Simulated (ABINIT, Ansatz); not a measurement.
# YBiS3 (Pm-3m): zone-centre phonons, part 2 of 4

Which modes does YBiS3 (Pm-3m) have at the zone centre?

ABINIT 10.8.3; DFT LDA, scalar-relativistic, plane waves, PseudoDojo norm-conserving pseudopotentials.

So far. Step 2 (Relaxing the cell and atoms): Little changed from the start: no atom moved by 0.005 Å and no cell edge by 0.1 %. The relaxed cell has a = 5.064 Å (conventional setting).

The structure was built from a prototype and need not be the compound's stable phase.

**4. Linear response at Γ**

At q = 0 one unit cell holds all displacements. The response is solved for single atoms along the cell's directions, and symmetry skips those that follow from others. The crystal is treated as a metal, which screens a static field, so no field response is asked.

Input file dfpt_gamma.abi:

```

# common to the responses
getwfk_filepath "gso_WFK"
kptopt 2
nqpt 1
qpt 0.0 0.0 0.0
asr 0
chneut 0

# displacements
rfphon 1
rfatpol 1 5
rfdir 1 1 1
tolvrs 1.0d-10
prtwf 0

# basis, mesh and filling
ecut 31.0
ngkpt 6 6 6
nshiftk 1
shiftk 0.0 0.0 0.0
istwfk *1
occopt 7
tsmear 0.01
nband 31
nstep 100
diemac 1000000.0
prtebands 0
prtgsr 0
useylm 1

# cell and atoms
acell 3*1.0 Angstrom
rprim 
    5.063717515 0.0 0.0
    0.0 5.063717515 0.0
    0.0 0.0 5.063717515
ntypat 3
znucl 83 39 16
natom 5
typat 1 2 3 3 3
xred 
    0.0 0.0 0.0
    0.5 0.5 0.5
    0.5 0.5 0.0
    0.5 0.0 0.5
    0.0 0.5 0.5
pp_dirpath "./pseudo"
pseudos "Bi.upf, Y.upf, S.upf"
```

Command:

```bash
> OMP_NUM_THREADS=1 mpirun -n 4 abinit dfpt_gamma.abi > dfpt_gamma.log
```

Numbers of over 12 decimals in the logs are rounded to 6 here.

dfpt_gamma.abo, the main output file:

```text
[banners, grids, parts of the stress and lines that vanish by symmetry left out]
- input  file    -> dfpt_gamma.abi
- output file    -> dfpt_gamma.abo
- root for input  files -> dfpt_gammai
- root for output files -> dfpt_gammao

 Symmetries : space group Pm -3 m (#221); Bravais cP (primitive cubic)
================================================================================
 Values of the parameters that define the memory need of the present run (RF).
     intxc =       0      iscf =       7    lmnmax =      18     lnmax =       6
     mgfft =      48  mpssoang =       3    mqgrid =    3001     natom =       5
  nloc_mem =       1    nspden =       1   nspinor =       1    nsppol =       1
      nsym =      48    n1xccc =    2501    ntypat =       3    occopt =       7
   xclevel =       1
-    mband =          31        mffmem =           1         mkmem =          28
-   mkqmem =          28        mk1mem =          28           mpw =        7262
      nfft =      110592          nkpt =         112
- my_mband =          31
================================================================================
================================================================================

--------------------------------------------------------------------------------
------------- Echo of variables that govern the present computation ------------
--------------------------------------------------------------------------------
-
- outvars: echo of selected default values
-   iomode0 =  0 , fftalg0 =312 , wfoptalg0 =  0
-
- outvars: echo of global parameters not present in the input file
-  max_nthreads =    1
-
 -outvars: echo values of preprocessed input variables
 [... echo left out ...]
================================================================================

 chkinp: Checking input parameters for consistency.

[...]
== DATASET  1 ==================================================================
-   mpi_nproc: 4, omp_nthreads: 1 (-1 if OMP is not activated)

--- !DatasetInfo
iteration_state: {dtset: 1, }
dimensions: {natom: 5, nkpt: 112, mband: 31, nsppol: 1, nspinor: 1, nspden: 1, mpw: 7262, }
cutoff_energies: {ecut:  31.0, pawecutdg:  -1.0, }
electrons: {nelect:   4.40000000E+01, charge:   0.00000000E+00, occopt:   7.00000000E+00, tsmear:   1.00000000E-02, }
meta: {optdriver: 1, rfphon: 1, }
...

 mkfilename: getwfk from: gso_WFK

 Real(R)+Recip(G) space primitive vectors, cartesian coordinates (Bohr,Bohr^-1):
 R(1)=  9.5690393  0.0000000  0.0000000  G(1)=  0.1045037  0.0000000  0.0000000
 R(2)=  0.0000000  9.5690393  0.0000000  G(2)=  0.0000000  0.1045037  0.0000000
 R(3)=  0.0000000  0.0000000  9.5690393  G(3)=  0.0000000  0.0000000  0.1045037
 Unit cell volume ucvol=  8.7620356E+02 bohr^3
 Angles (23,13,12)=  9.00000000E+01  9.00000000E+01  9.00000000E+01 degrees
 setup1 : take into account q-point for computing boxcut.

 getcut: wavevector=  0.0000  0.0000  0.0000  ngfft=  48  48  48
         ecut(hartree)=     31.000   => boxcut(ratio)=   2.00137

--- Pseudopotential description ------------------------------------------------
- pspini: atom type   1  psp file is ./pseudo/Bi.upf

- pspini: atom type   2  psp file is ./pseudo/Y.upf

- pspini: atom type   3  psp file is ./pseudo/S.upf

   3.83412536E+03                                ecore*ucvol(ha*bohr**3)
--------------------------------------------------------------------------------

 ==>  initialize data related to q vector <==

 The list of irreducible perturbations for this q vector is:
    1)    idir= 1    ipert=   1
    2)    idir= 1    ipert=   2
    3)    idir= 1    ipert=   3
    4)    idir= 3    ipert=   3

[...]
The perturbation idir=   2  ipert=   1 is
 symmetric of a previously calculated perturbation.
 So, its SCF calculation is not needed.

 The perturbation idir=   3  ipert=   1 is
 symmetric of a previously calculated perturbation.
 So, its SCF calculation is not needed.

 The perturbation idir=   2  ipert=   2 is
 symmetric of a previously calculated perturbation.
 So, its SCF calculation is not needed.

 The perturbation idir=   3  ipert=   2 is
 symmetric of a previously calculated perturbation.
 So, its SCF calculation is not needed.

[...]
The perturbation idir=   2  ipert=   5 is
 symmetric of a previously calculated perturbation.
 So, its SCF calculation is not needed.

 The perturbation idir=   3  ipert=   5 is
 symmetric of a previously calculated perturbation.
 So, its SCF calculation is not needed.

--------------------------------------------------------------------------------
 Perturbation wavevector (in red.coord.)   0.000000  0.000000  0.000000
 Perturbation : displacement of atom   1   along direction   1
 Found     8 symmetries that leave the perturbation invariant.

[...]
dfpt_looppert : total number of electrons, from k and k+q
  fully or partially occupied states are    4.400000E+01 and    4.400000E+01.
 Initialisation of the first-order wave-functions :
  ireadwf=   0

--- !BeginCycle
iteration_state: {dtset: 1, }
solver: {iscf: 7, nstep: 100, nline: 4, wfoptalg: 0, }
tolerances: {tolvrs: 1.00E-10, }
...

     iter   2DEtotal(Ha)        deltaE(Ha) residm    vres2
-ETOT  1 -1.66690067979971E-02 -2.222E+04 3.356E+01 7.221E+02
 ETOT  2  -4.360868     -4.344E+00 5.436E-02 1.604E+02
 ETOT  3  -4.443293     -8.243E-02 9.321E-03 9.616E-01
 ETOT  4  -4.444015     -7.215E-04 1.995E-03 3.586E-01
 ETOT  5  -4.444180     -1.652E-04 6.749E-04 7.583E-04
[...]
At SCF step   12       vres2   =  1.79E-11 < tolvrs=  1.00E-10 =>converged.
[...]
Mean square residual over all n,k,spin=   11.653E-10; max=  82.955E-08

 Thirteen components of 2nd-order total energy (hartree) are
 1,2,3: 0th-order hamiltonian combined with 1st-order wavefunctions
     kin0=   2.62034973E+04 eigvalue=   3.30157856E+03  local=  -1.53375271E+04
 4,5,6: 1st-order hamiltonian combined with 1st and 0th-order wfs
 loc psp =  -6.69212467E+03  Hartree=   2.11708513E+03     xc=  -3.13172212E+02
 note that "loc psp" includes a xc core correction that could be resolved
 7,8,9: eventually, occupation + non-local contributions
    edocc=   2.58570150E+01     enl0=   6.22229245E+03   enl1=  -3.77470978E+04
 1-9 gives the relaxation energy (to be shifted if some occ is /=2.0)
   erelax=  -2.22196112E+04
 10,11,12 Non-relaxation  contributions : frozen-wavefunctions and Ewald
 fr.local=   3.00523268E+03 fr.nonlo=   1.88638418E+04  Ewald=   1.90418671E+02
 13,14 Frozen wf xc core corrections (1) and (2)
 frxc 1  =  -7.55747090E+02  frxc 2 =   9.11420983E+02
 Resulting in :
 2DEtotal=   -0.4444180170E+01 Ha. Also 2DEtotal=   -0.120932303159E+03 eV
    (2DErelax=   -2.2219611218E+04 Ha. 2DEnonrelax=    2.2215167038E+04 Ha)
    (  non-var. 2DEtotal :   -4.4441777897E+00 Ha)

[...]
Perturbation wavevector (in red.coord.)   0.000000  0.000000  0.000000
 Perturbation : displacement of atom   2   along direction   1
 Found     8 symmetries that leave the perturbation invariant.

[...]
dfpt_looppert : total number of electrons, from k and k+q
  fully or partially occupied states are    4.400000E+01 and    4.400000E+01.
 Initialisation of the first-order wave-functions :
  ireadwf=   0

--- !BeginCycle
iteration_state: {dtset: 1, }
solver: {iscf: 7, nstep: 100, nline: 4, wfoptalg: 0, }
tolerances: {tolvrs: 1.00E-10, }
...

     iter   2DEtotal(Ha)        deltaE(Ha) residm    vres2
-ETOT  1   14.120790340349     -3.180E+03 1.223E+01 9.809E+03
[...]
At SCF step   13       vres2   =  2.07E-11 < tolvrs=  1.00E-10 =>converged.
[...]
Mean square residual over all n,k,spin=   13.014E-09; max=  70.995E-07

 Thirteen components of 2nd-order total energy (hartree) are
 1,2,3: 0th-order hamiltonian combined with 1st-order wavefunctions
     kin0=   2.27870462E+03 eigvalue=   3.60312385E+02  local=  -1.80292011E+03
 4,5,6: 1st-order hamiltonian combined with 1st and 0th-order wfs
 loc psp =  -3.17181992E+03  Hartree=   8.99225465E+02     xc=  -1.92106822E+02
 note that "loc psp" includes a xc core correction that could be resolved
 7,8,9: eventually, occupation + non-local contributions
    edocc=   3.11115172E+02     enl0=   1.32995730E+03   enl1=  -3.19675609E+03
 1-9 gives the relaxation energy (to be shifted if some occ is /=2.0)
   erelax=  -3.18428800E+03
 10,11,12 Non-relaxation  contributions : frozen-wavefunctions and Ewald
 fr.local=   1.44751233E+03 fr.nonlo=   1.60610649E+03  Ewald=   1.58901098E+02
 13,14 Frozen wf xc core corrections (1) and (2)
 frxc 1  =  -1.86781634E+02  frxc 2 =   1.68559345E+02
 Resulting in :
 2DEtotal=    0.1000963252E+02 Ha. Also 2DEtotal=    0.272375976568E+03 eV
    (2DErelax=   -3.1842880017E+03 Ha. 2DEnonrelax=    3.1942976342E+03 Ha)
    (  non-var. 2DEtotal :    1.0009631412E+01 Ha)

[...]
Perturbation wavevector (in red.coord.)   0.000000  0.000000  0.000000
 Perturbation : displacement of atom   3   along direction   1
 Found     4 symmetries that leave the perturbation invariant.

[...]
dfpt_looppert : total number of electrons, from k and k+q
  fully or partially occupied states are    4.400000E+01 and    4.400000E+01.
 Initialisation of the first-order wave-functions :
  ireadwf=   0

--- !BeginCycle
iteration_state: {dtset: 1, }
solver: {iscf: 7, nstep: 100, nline: 4, wfoptalg: 0, }
tolerances: {tolvrs: 1.00E-10, }
...

     iter   2DEtotal(Ha)        deltaE(Ha) residm    vres2
-ETOT  1  -1.699792     -6.524E+02 2.182E+00 3.270E+03
[...]
At SCF step   14       vres2   =  5.10E-12 < tolvrs=  1.00E-10 =>converged.
[...]
Mean square residual over all n,k,spin=   15.785E-11; max=  15.318E-08

 Thirteen components of 2nd-order total energy (hartree) are
 1,2,3: 0th-order hamiltonian combined with 1st-order wavefunctions
     kin0=   5.95677417E+02 eigvalue=  -8.43865984E+00  local=  -4.19469588E+02
 4,5,6: 1st-order hamiltonian combined with 1st and 0th-order wfs
 loc psp =  -5.22828607E+02  Hartree=   1.88819596E+02     xc=  -4.92728861E+01
 note that "loc psp" includes a xc core correction that could be resolved
 7,8,9: eventually, occupation + non-local contributions
    edocc=   2.44412175E+01     enl0=   3.21859352E+02   enl1=  -7.84404289E+02
 1-9 gives the relaxation energy (to be shifted if some occ is /=2.0)
   erelax=  -6.53616448E+02
 10,11,12 Non-relaxation  contributions : frozen-wavefunctions and Ewald
 fr.local=   2.54853617E+02 fr.nonlo=   3.87316898E+02  Ewald=   2.05209280E+01
 13,14 Frozen wf xc core corrections (1) and (2)
 frxc 1  =  -7.62626717E+01  frxc 2 =   6.42338303E+01
 Resulting in :
 2DEtotal=   -0.2953846465E+01 Ha. Also 2DEtotal=   -0.803782570573E+02 eV
    (2DErelax=   -6.5361644783E+02 Ha. 2DEnonrelax=    6.5066260137E+02 Ha)
    (  non-var. 2DEtotal :   -2.9538465784E+00 Ha)

[...]
Perturbation wavevector (in red.coord.)   0.000000  0.000000  0.000000
 Perturbation : displacement of atom   3   along direction   3
 Found     8 symmetries that leave the perturbation invariant.

--------------------------------------------------------------------------------

--------------------------------------------------------------------------------

 dfpt_looppert : total number of electrons, from k and k+q
  fully or partially occupied states are    4.400000E+01 and    4.400000E+01.
 Initialisation of the first-order wave-functions :
  ireadwf=   0

--- !BeginCycle
iteration_state: {dtset: 1, }
solver: {iscf: 7, nstep: 100, nline: 4, wfoptalg: 0, }
tolerances: {tolvrs: 1.00E-10, }
...

     iter   2DEtotal(Ha)        deltaE(Ha) residm    vres2
-ETOT  1   17.768988417348     -7.147E+02 2.614E+00 6.974E+03
[...]
ETOT 11   15.451270987867     -1.082E-09 1.448E-06 7.313E-09
 ETOT 12   15.451270987863     -3.638E-12 6.599E-07 5.313E-11

 At SCF step   12       vres2   =  5.31E-11 < tolvrs=  1.00E-10 =>converged.
[...]
Mean square residual over all n,k,spin=   11.415E-10; max=  65.992E-08

 Thirteen components of 2nd-order total energy (hartree) are
 1,2,3: 0th-order hamiltonian combined with 1st-order wavefunctions
     kin0=   6.44247976E+02 eigvalue=  -6.36717925E+00  local=  -4.83047722E+02
 4,5,6: 1st-order hamiltonian combined with 1st and 0th-order wfs
 loc psp =  -4.91450483E+02  Hartree=   2.00874847E+02     xc=  -4.97517088E+01
 note that "loc psp" includes a xc core correction that could be resolved
 7,8,9: eventually, occupation + non-local contributions
    edocc=   3.45448697E+01     enl0=   3.76508475E+02   enl1=  -9.42568628E+02
 1-9 gives the relaxation energy (to be shifted if some occ is /=2.0)
   erelax=  -7.17009555E+02
 10,11,12 Non-relaxation  contributions : frozen-wavefunctions and Ewald
 fr.local=  -1.67156476E+00 fr.nonlo=   4.92240825E+02  Ewald=   2.58375088E+02
 13,14 Frozen wf xc core corrections (1) and (2)
 frxc 1  =  -7.50774304E+01  frxc 2 =   5.85939083E+01
 Resulting in :
 2DEtotal=    0.1545127099E+02 Ha. Also 2DEtotal=    0.420450502842E+03 eV
    (2DErelax=   -7.1700955523E+02 Ha. 2DEnonrelax=    7.3246082622E+02 Ha)
    (  non-var. 2DEtotal :    1.5451270549E+01 Ha)

[...]
---- first-order wavefunction calculations are completed ----

 ==> Compute Derivative Database <==

 [... matrices left out ...]
  Phonon wavevector (reduced coordinates) :  0.00000  0.00000  0.00000
 Phonon energies in Hartree :
  -8.103975E-04 -8.103975E-04 -8.103975E-04 -7.687839E-04 -7.687839E-04
  -7.687839E-04 -3.027591E-04 -3.027591E-04 -3.027591E-04 -1.436109E-05
  -1.436109E-05 -1.436109E-05  1.915679E-03  1.915679E-03  1.915679E-03
 Phonon frequencies in cm-1    :
- -1.778617E+02 -1.778617E+02 -1.778617E+02 -1.687286E+02 -1.687286E+02
- -1.687286E+02 -6.644793E+01 -6.644793E+01 -6.644793E+01 -3.151895E+00
- -3.151895E+00 -3.151895E+00  4.204429E+02  4.204429E+02  4.204429E+02

== END DATASET(S) ==============================================================
================================================================================

 -outvars: echo values of variables after computation
            acell      1.8897261259E+00  1.8897261259E+00  1.8897261259E+00 Bohr
           etotal      1.5451270988E+01
            fcart      0.0000000000E+00  0.0000000000E+00  0.0000000000E+00
           strten      0.0000000000E+00  0.0000000000E+00  0.0000000000E+00
================================================================================
```

Wall time 8 min (4 MPI ranks of Arm Neoverse V1, shared host).

This step gave:

| Item | Value |
| --- | --- |
| largest acoustic frequency at the zone centre before the sum rule | -3.15 cm⁻¹ |
| highest optical zone-centre mode (no LO-TO term) | 420.4 cm⁻¹ |
| lowest optical zone-centre mode | -177.9 cm⁻¹ |

The acoustic modes at Γ come out as far as 3.1 cm⁻¹ from zero, where they should vanish, a small numerical error. The lowest optical mode is imaginary, 178i cm⁻¹, an instability at this level and on this k mesh.

[end of part 2 of 4]

[Host names and launcher messages were left out of these logs when they were recorded.]

[Logs are printed without paths, hosts, clocks, repeated set-up lines and the standing remarks that a program may print on its own settings, such as how far it seeks lower states.]

[Hosts, paths, dates, database ids (printed as entryN), source tags and the programs' standing remarks are cut or masked in the printed files.]
